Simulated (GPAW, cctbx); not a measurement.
# Bonding in TlSe2 as X-rays see it

Aim: compute the bonding part of the density of TlSe2, find which reflections carry it, and see how it biases an ordinary refinement.

The start was made by putting kin elements into a known structure type; the compound need not exist, or be stable, in this form. All numbers below are calculated.

### 1. Find the equilibrium geometry

The density hangs on the geometry, so cell and atoms are relaxed first, with the symmetry held. The cutoff is set higher than for the density because stress converges slowly with plane waves.

Settings: GPAW 26.7.0, PBE, 570 eV, 4×3×2 k-points (along the axes of the calculation cell), Fermi–Dirac width 0.05 eV, BFGS to 0.03 eV/Å.

```text
cell
1.0
     0.000000000    0.000000000    4.070000000
     5.425000000    0.000000000    0.000000000
     0.000000000    6.689000000    0.000000000
Tl Se
2 4
Direct
0.500000000 0.500000000 0.500000000
0.000000000 0.000000000 0.000000000
0.500000000 0.685700000 0.111700000
0.500000000 0.314300000 0.888300000
0.000000000 0.185700000 0.388300000
0.000000000 0.814300000 0.611700000
```

```console
$ OMP_NUM_THREADS=1 mpirun -n 4 gpaw python run.py > gpaw.log
```

```text
BFGS:    0      -18.109419        1.982022
BFGS:    1      -18.317328        1.844148
BFGS:    2      -19.195101        1.264855
BFGS:    3      -19.583397        1.073313
...
BFGS:   23      -19.950873        0.076408
BFGS:   24      -19.952662        0.052063
BFGS:   25      -19.953514        0.018667
cell  4.8089 5.6514 7.3035  90.00 90.00 90.00
volume 198.486 A^3, largest force 0.012 eV/A, largest stress 0.09 GPa
```

The cell moved far, while the k-mesh and basis were chosen for the start, so the final shape may be somewhat biased.

After 25 steps the volume has changed by +34.4 % and the energy by -1.844 eV; the largest stress left is 0.09 GPa. It took 4.9 min on 4 cores of Arm Neoverse V1 (shared host), peak memory 1.4 GiB.

Relaxed structure: Pnnm (no. 58), a = 5.6514 Å, b = 7.3035 Å, c = 4.8089 Å, α = 90.00°, β = 90.00°, γ = 90.00°.

```
atom  mult.       x       y    z
 Tl1      2     1/2     1/2  1/2
 Se1      4  0.6687  0.0909  1/2
```

### 2. Density and charge transfer

X-rays see the whole electron density, so the PAW density is rebuilt with its core regions. Subtracting spherical free atoms from the same code cancels the cores and leaves the deformation density Δρ, the part due to bonding.

Settings: PBE, 450 eV, 4×4×3 k-points (along the axes of the calculation cell), Fermi–Dirac width 0.05 eV; primitive cell of 6 atoms.

```console
$ OMP_NUM_THREADS=1 mpirun -n 4 gpaw python run.py > gpaw.log
```

```text
|iter:   1|       0s |  -19.976242 | -0.46 |       |
|iter:   2|       2s |  -19.944989 | -2.16 | -1.28 |
|iter:   3|       3s |  -19.761951 | -2.19 | -1.31 |
...
|iter:   7|       9s |  -19.750562c| -6.17 | -3.59 |
|iter:   8|      11s |  -19.750563c| -7.21 | -4.22c|
|iter:   9|      12s |  -19.750563c| -7.50c| -4.89c|
```

```text
grid (48, 56, 72)  electrons 298.000  moved by bonding 1.142 e
deformation density beyond 0.5 A of the nuclei: max 0.100, min -0.118 e/A^3
atom        x       y       z   Voronoi charge  moment
Tl1    0.5000  0.5000  0.5000      0.163       0.00
Tl2    0.0000  0.0000  0.0000      0.163       0.00
Se3    0.5000  0.6687  0.0909     -0.082       0.00
Se4    0.5000  0.3313  0.9091     -0.082       0.00
Se5    0.0000  0.1687  0.4091     -0.082       0.00
Se6    0.0000  0.8313  0.5909     -0.082       0.00
mean inner potential of superposed free atoms 13.039 V
total magnetic moment 0.000 muB
```

Deformation density in a plane through the shortest contact of the Se atom at the origin, in 0.01 e/Å³ (clipped at ±99); x from -1.6 to 3.9 Å, y from 2.4 down to -2.4 Å:

```text
  1   1   4  -1  -2  -1  -1  -1  -1  -1  -1   0   0   0   0   0
 -3  -2  -2  -1   0   0   0  -1  -1   0   0   0   0   0   0   0
 -1   0   1   2   2   1   0   0   0   0   0   1   0   0   0   0
 -1   0   2   5   5   3   0   0   0   0   1   2   2   0   0  -1
 -1  -1   1   5   7   2  -1   1   1  -2   0   5   3   0  -1  -1
 -2  -3  -4   1   .  -3  -8   4   4  -8  -3   .   0  -4  -3  -2
 -2  -5  -7   0   .   . -11   6   6 -11   .   .   0  -7  -5  -2
 -2  -3  -4   0   .  -3  -8   4   4  -8  -3   .   1  -4  -3  -2
 -1  -1   0   3   5   0  -2   1   1  -1   2   7   5   1  -1  -1
 -1   0   0   2   2   1   0   0   0   0   3   5   5   2   0  -1
  0   0   0   0   1   0   0   0   0   0   1   2   2   1   0  -1
  0   0   0   0   0   0   0  -1  -1   0   0   0  -1  -2  -2  -3
  0   0   0   0   0  -1  -1  -1  -1  -1  -1  -2  -1   4   1   1
```

Atoms in or within 0.15 Å of the plane: Se (0.0, 0.0), Se (2.3, 0.0) Å. Dots mark points within about 0.45 Å of a nucleus; large values next to them are atomic features.

Se gains most (-0.08 e) and Tl loses most (+0.16 e), as electronegativity suggests. Such charges fall far short of formal ones, since overlapping free atoms already put density on their neighbours. Along the shortest contact from the Se atom at the map's origin, Se–Se at 2.32 Å, Δρ is +0.10 e/Å³ at the midpoint: a bond charge, the mark of covalency. At the midpoints of other shortest contacts it is +0.03 (Tl–Se, 3.12 Å) e/Å³. Point values carry grid noise of about 0.01 e/Å³. The run needed 9 iterations, 18 s.

### 3. Structure factors

The Fourier components of Δρ, added to those of the free atoms, give the static X-ray structure factors; the Mott–Bethe relation turns them into the Fourier components V of the potential that fast electrons feel.

```text
static structure factors of the conventional cell: F in electrons, V (Mott-Bethe) in volts
   h  k  l      d  |F| table  |F| free   |F| DFT   change   |V| free  |V| DFT  change %
   1  1  0  4.4696   100.908   100.850   100.757   -0.093     2.405    2.448      1.8
   0  1  1  4.0164    47.705    47.646    47.361   -0.285     0.028    0.078    182.6
   1  0  1  3.6624   206.243   206.213   206.393    0.181     6.898    6.842     -0.8
   0  2  0  3.6517   197.451   197.419   197.597    0.178     6.509    6.455     -0.8
   1  1  1  3.2739    54.775    54.803    54.859    0.055     2.306    2.292     -0.6
   1  2  0  3.0671    90.676    90.735    90.996    0.261     3.728    3.672     -1.5
   2  0  0  2.8257    83.076    82.986    82.620   -0.365     1.477    1.545      4.6
   2  1  0  2.6353    50.499    50.537    50.945    0.408     1.949    1.883     -3.4
   1  2  1  2.5859   160.899   160.864   160.567   -0.297     4.445    4.491      1.0
   0  0  2  2.4044   242.870   242.879   242.426   -0.453     7.359    7.419      0.8
   2  1  1  2.3111   181.191   181.153   181.309    0.157     5.006    4.987     -0.4
   1  3  0  2.2359   141.027   140.966   141.223    0.257     3.515    3.485     -0.8
   2  2  0  2.2348   111.238   111.166   110.859   -0.307     2.457    2.493      1.4
   0  3  1  2.1720   147.350   147.288   147.176   -0.112     3.701    3.713      0.3
```

The largest X-ray change is -0.45 e on 002, 0.2 % of |F|. For electrons V goes as (Z − F)/g², so a change of F counts against Z − F, which is small at low angle and wherever the atoms' terms cancel: |V| of 200 moves by +4.6 % (1.48 to 1.54 V) against -0.4 % in |F|. The last three rows still change by up to 0.31 e; the table stops while the angles are still low. The tabulated Hartree–Fock atoms differ from the free DFT atoms by up to 0.09 e, so the choice of reference atom matters too.

### 4. Which functional?

The same geometry is run with other functionals, to see whether the bonding signal is larger than the spread between approximations. Free atoms are LDA for LDA and PBE otherwise. Any other changed setting is in the row's label.

```
 run  ΔF 002 (e)  ΔF 210 (e)  ΔF 200 (e)  q(Se) (e)  moved (e)  time
 PBE      -0.453      +0.408      -0.365     -0.082      1.142  18 s
 LDA      -0.452      +0.371      -0.323     -0.071      1.043  18 s
RPBE      -0.454      +0.426      -0.376     -0.089      1.240  18 s
```

At the base's settings ΔF(002) spans -0.454 to -0.452 e, a spread of 0 % of the PBE value; over the three listed reflections the spread is at most 15 %, so sign and size hold across the functionals. Times are from shared hosts.

### 5. Refining ordinary atoms against data with bonding

Routine crystallography fits spherical atoms. To see the bias, intensities are simulated from tabulated atoms plus the DFT change ΔF, so that bonding alone can misfit (6308 reflections of the full sphere, merged to the counts below, to 0.5 Å, 1.5 % proportional noise plus counting noise, assumed isotropic U as listed, Δρ smeared by the mean U) and refined with cctbx over different ranges.

| range | data | R1 | GooF | U Tl1 (true 0.0053) | U Se1 (true 0.0074) | largest shift (Å) | Δρ max, min (e/Å³) |
| --- | --- | --- | --- | --- | --- | --- | --- |
| all data | 904 | 0.0042 | 0.91 | 0.0053 | 0.0074 | 0.0000 | 0.39, -0.40 |
| low resolution, d > 0.84 | 200 | 0.0035 | 0.92 | 0.0053 | 0.0074 | 0.0001 | 0.29, -0.22 |
| high order, d < 0.75 | 629 | 0.0048 | 0.92 | 0.0053 | 0.0074 | 0.0001 | 0.32, -0.37 |
| occupancies free, d > 0.7 | 338 | 0.0035 | 0.87 | 0.0053 | 0.0074 | 0.0002 | 0.26, -0.27 |

With all data GooF is 0.91, so at this noise the bonding hardly shows; the top residual peak, near noise level, lies 1.11 Å from Tl and 2.58 Å from Se. No U is off by more than 3 s.u. at low resolution. With Tl1 held at 1 and the scale free, the other occupancies refine to Se1 0.999(0.001), within three s.u. of full.

### 6. Answer

Bonding moves 1.14 e in the primitive cell of TlSe2 and changes the structure factors of the conventional cell in the table above by at most 0.45 e (002, 0.2 %), and among reflections above 2 % of the strongest by up to 0.8 % (210). The shortest bond, Se–Se, has Δρ = +0.10 e/Å³ at its midpoint, a covalent bond charge. At the base's settings ΔF(002) spans -0.454 to -0.452 e, a spread of 0 % of the PBE value; over the three listed reflections the spread is at most 15 %, so sign and size hold across the functionals. With all data GooF is 0.91, so at this noise the bonding hardly shows. Limits: static density, frozen cores, no spin–orbit coupling.

[Outputs are excerpts: Python notices, other lines and further rows are left out; steps that failed or that the build refused (PBEsol, TPSS) are not shown.]

[Logs are printed without paths, hosts, clocks, repeated set-up lines and the standing remarks that a program may print on its own settings, such as how far it seeks lower states.]
